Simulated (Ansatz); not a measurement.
# V_O in MgO (Fm-3m) with several kinds of pseudopotentials, part 2 of 2

Aim: the (+1/0) level of V_O in MgO (Fm-3m) as a function of the pseudopotential files, with the cost of each choice. The model is a cell of 72 host atoms with 1 O taken out; the atoms are relaxed once and then held.

Ansatz 0.2.0; plane-wave DFT; relaxations with PBEsol, then single points with PBEsol, on supercells at fixed charge in a uniform background.

So far: The starting structure; Relaxing both charge states, PBEsol.

### Step 3. First setting: soft PAW, 420 eV

Total energies have another zero for each set of files, but a level against the valence top must not depend on them. The spread measures the error of the potentials and cutoffs, not that of the functional or the cell.

Contents of qp1_M1.fdefault/input.yaml:

```yaml
crystal:
  checkpoint: "../qp1_M1.relax.run"
  host: checkpoint
total_charge: 1
basis:
  ecutwfc: 420
  xc_grid: 2
hamiltonian:
  xc: pbesol
  pseudopotentials: { kind: paw, azcp: { folder: soft_1 }, xc_functional: pbe }
kpoints:
  mp_grid: { grid: [1, 1, 1], shift: [0.25, 0.25, 0.25] }
magnetization:
  spin_polarized: true
  initial_magnetization: 1
  spin_locking: { lock_magnetization: hard }
scf:
  occupations: { method: fixed }
  max_iter: 60
output:
  forces: true
  charged_corrections:
    epsilon: 3.24
    static_epsilon: 10.37
    defect_position: [0.5, 0.5, 0.625]
  eigenvalues: true
checkpoint:
  write: "../qp1_M1.fdefault.run"
  compress: false
  write_wavefunctions: false
  write_every: 100000
```

Run with:

```
$ ansatz run input.yaml --threads 8 --pin off --max-ram 18841MiB --backend cpu --events-out ev --progress --plain --runs-dir out
```

Numbers of over 12 decimals in the logs are rounded to 6 here.

Output:

```text
[...]
Warning: at least one further symmetry operation maps every atom of the structure, as the run holds it, onto an atom to within 2.80e-5 (fractional), and is not used: no operation is sought that the atoms, as the run holds them, miss by more than 2.00e-5, [...]
crystal.checkpoint: the structure is that of <dir>, a `relax` run, at its step 4: its result, under pbesol at a charge of 1 e; 71 atoms read, 0 with a starting moment; no density is read with it (checkpoint.read); crystal.structure_sha256 for this input is
[...]
Crystal: 71 atoms, lattice volume = 673.897 Å³
Basis set: ecut = 420 eV, 13123 PW (Γ), exchange–correlation on 120×120×160 points (8 copies of the dense FFT grid, shifted against one another)
Bands: 356, of which v1, the nominal top of the filled ones, is band 285 counted from 1 (284 counted from 0)
Symmetry: 1 space group operations
[...]
k-points: 1
[...]
Starting moments: Σ|m| = 1 μB on 71 of 71 sites
[...]
SCF iter   1: F=—  HF=-88577.415739 eV  |F-HF|=—  |Δ(HF+E_count)|=         —  Δρ=3.86e-2 (↑3.58e-2 ↓3.86e-2)  dr2=1.91e1  dr2_m=6.95e-2  M=1.000 μB ∫|m|=1.034 μB  β_m=0.30  ethr=3.10e-3  ⟨swp⟩=5.0  Hψ=2502  notcnv=0  defer=134
[...]
SCF iter  10: F=-88576.522124 eV  HF=-88576.522124 eV  |F-HF|=4.07e-9  |Δ(HF+E_count)|=   1.08e-7  Δρ=8.36e-7 (↑7.98e-7 ↓8.36e-7)  dr2=2.04e-8  dr2_m=3.27e-10  M=1.000 μB ∫|m|=1.045 μB  ethr=1.76e-11  ⟨swp⟩=2.0  Hψ=2077  notcnv=0
SCF 1 converged in 10 iterations: F = -88576.522124 eV  dr2 = 2.04e-8
[...]
SCF converged after 10 iterations
Stability checked in part: among states of this total moment the steps that led to this state did not find it unstable. No probe was made; neither looks for a lower state of another moment (fixed_total_moment; see scf.lower_state_search)
Magnetization: 1.0000 μB (285.0000 up, 284.0000 down)
Absolute magnetization: 1.0386 μB (∫|ρ↑−ρ↓|, with the PAW one-centre terms)
[...]
Per-site moments (μB) at R_I (Å): [(4.934487532173609e-5, 0.865076), (0.000380153, 0.866182), (4.933755423147619e-5, 0.865034), [... 68 left out ...]
Free energy (F): -88576.522124 eV
[...]
Internal energy: -88576.522124 eV  (E = F + TS)
E sigma→0 (E₀):  -88576.522124 eV
Fermi energy:    9.676235 (↑ 9.676235, ↓ 7.741703) eV
[...]
--- Forces (eV/Å), atoms counted from 1 ---
  atom   1  Mg     0.00131866     0.00061659    -0.00079493
  atom   2  O     -0.00035263    -0.00031756     0.00049577
  [... 13 atoms left out ...]
  atom  16  O     -0.00215127    -0.00106426     0.00312911
  [... 21 atoms left out ...]
  atom  38  Mg     0.00118754     0.00166360     0.00100923
  atom  39  O     -0.00140117    -0.00250214     0.00111507
  [... 3 atoms left out ...]
  atom  43  O      0.00079140     0.00352106    -0.00340080
  atom  44  Mg    -0.00219874     0.00040765     0.00164705
  [... 1 atom left out ...]
  atom  46  Mg    -0.00078543     0.00236594    -0.00104718
  [... 12 atoms left out ...]
  atom  59  O      0.00280896     0.00056151    -0.00173364
  atom  60  Mg    -0.00005304    -0.00048907     0.00067034
  [... 1 atom left out ...]
  atom  62  Mg     0.00093211    -0.00150301    -0.00159424
  [... 5 atoms left out ...]
  atom  68  Mg    -0.00119283    -0.00056799    -0.00118210
  [... 3 atoms left out ...]
  max |Σ_I F_I| component: 5.65e-7 eV/Å
--- Charged-cell corrections in eV (Makov–Payne, q = +1.000 e, ε = 3.240 of the electrons, 10.370 with the ions) ---
[...]
E_corr1          = +0.720418  (monopole, q²α_M/2εL)
  F Makov-Payne    = n/a  (the rows are of the electrons' constant alone; ansatz place-levels tells what screens the charge)
[...]
--- Band table (eV) ---
[...]
```

Elapsed: 15 s, on 8 threads of Intel Xeon at 2.60GHz (Ice Lake), shared host; peak memory 2.7 GiB; 1.8 min of CPU time.

Reading the cycles: dr2 is the Hartree energy of the density residual (eV), the measure of convergence; HF is the Harris–Foulkes estimate of the energy, which meets the free energy F at convergence.

Both charges and the host at this setting go to place-levels, which corrects for the image charge and aligns the potentials.

Contents of levels.fdefault.yaml:

```yaml
host:
  run: host.fdefault.run
states: [q0.fdefault.run, qp1_M1.fdefault.run]
geometry_from:
  q0.fdefault.run: q0.relax.run
  qp1_M1.fdefault.run: qp1_M1.relax.run
```

Run with:

```
$ ansatz place-levels levels.fdefault.yaml -- --threads 8 --pin off --max-ram 18841MiB
```

Output:

```text
(+1/0) 2.459 eV above the valence edge, 2.151 eV under the conduction edge
  edges by pbesol, gap 4.611 eV; the host is sampled to repeats of 8.94 Å
  the defect's cells are sampled to repeats of 8.94 Å, like sampling
  charge +1: -88576.4175 eV with its correction of +0.105 eV, at epsilon 10.37, aligned at sites: -0.1204 eV, mean over 39 atomic sites at or beyond 4.47 Å from the defect at [0.5000, 0.5000, 0.6250], with +0.000000 for the charge's moments and without [...]
  charge 0: +0.000 eV for its dipole among its images, +0.000 omitted
  of states[1] (qp1_M1.fdefault.run): how wide its charge is, is not read beside other atoms or cores, and a band state would take no correction. [...]
```

Elapsed: 0.13 s, on 8 threads.

At this setting the gap is 4.611 eV and (+1/0) lies 2.459 eV above the valence top.

### Step 4. The other settings

In the defect's inputs only the studied keys change. One input of each further setting:

qp1_M1.fhard/input.yaml, as its differences from qp1_M1.fdefault/input.yaml of step 3:

```diff
@@ -5,3 +5,3 @@
 basis:
-  ecutwfc: 420
+  ecutwfc: 950
   xc_grid: 2
@@ -9,3 +9,3 @@
   xc: pbesol
-  pseudopotentials: { kind: paw, azcp: { folder: soft_1 }, xc_functional: pbe }
+  pseudopotentials: { kind: paw, source: ansatz }
 kpoints:
@@ -27,3 +27,3 @@
 checkpoint:
-  write: "../qp1_M1.fdefault.run"
+  write: "../qp1_M1.fhard.run"
   compress: false
```

qp1_M1.fnc/input.yaml, as its differences from qp1_M1.fhard/input.yaml of step 4:

```diff
@@ -5,3 +5,3 @@
 basis:
-  ecutwfc: 950
+  ecutwfc: 1200
   xc_grid: 2
@@ -9,3 +9,3 @@
   xc: pbesol
-  pseudopotentials: { kind: paw, source: ansatz }
+  pseudopotentials: { kind: nc }
 kpoints:
@@ -27,3 +27,3 @@
 checkpoint:
-  write: "../qp1_M1.fhard.run"
+  write: "../qp1_M1.fnc.run"
   compress: false
```

### Step 5. Result against cost

Times of the states on 8 threads of Intel Xeon at 2.60GHz (Ice Lake), shared host; the host is run again at each setting:

| pseudopotential files | gap (eV) | (+1/0) above the valence top (eV) | under the conduction bottom (eV) | level less that at harder PAW, 950 eV (meV) | time, both charge states | time, host and placing | peak memory of a state (GiB) |
| --- | --- | --- | --- | --- | --- | --- | --- |
| soft PAW, 420 eV | 4.611 | 2.459 | 2.151 | 2 | 23 s | 0.68 s | 2.7 |
| harder PAW, 950 eV | 4.608 | 2.458 | 2.150 | 0 | 79 s | 5.7 s | 8.1 |
| norm-conserving, 1200 eV | 4.635 | 2.473 | 2.162 | 15 | 77 s | 7.3 s | 9.8 |

### Step 6. Outcome

| Quantity | Value |
| --- | --- |
| (plus 1/0) level, soft PAW, 420 eV | 2.46 eV |
| (plus 1/0) level, harder PAW, 950 eV | 2.46 eV |
| (plus 1/0) level, norm-conserving, 1200 eV | 2.47 eV |

**Reading.** Over the settings in the table the level spans 0.015 eV; soft PAW, 420 eV and norm-conserving, 1200 eV lie within 0.02 eV of the reference (harder PAW, 950 eV, 2.46 eV); soft PAW, 420 eV takes 29 % of its time for the two charge states. Only the charges 0 and +1 were run, each from one start, so (+1/0) need not be a change between stable states. The host ran in cells of different size at different settings, so its times don't compare. What this leaves open: one k-point off the zone centre stands for the whole zone; the images are only 8.9 Å apart; PBEsol makes the gap too small and tends to spread out bound carriers.

[Logs are printed without paths, hosts, clocks, repeated set-up lines and the standing remarks that a program may print on its own settings, such as how far it seeks lower states.]

[Hosts, paths, dates, database ids (printed as entryN), source tags and the programs' standing remarks are cut or masked in the printed files.]

[Where a table of states has a column of steps, it counts the stored structures, which are thinned; the runs took as many ionic steps or more.]

[For some hosts the program warned that the k-mesh of the response run may be too coarse for force constants and the static dielectric constant; such warnings are not shown here.]
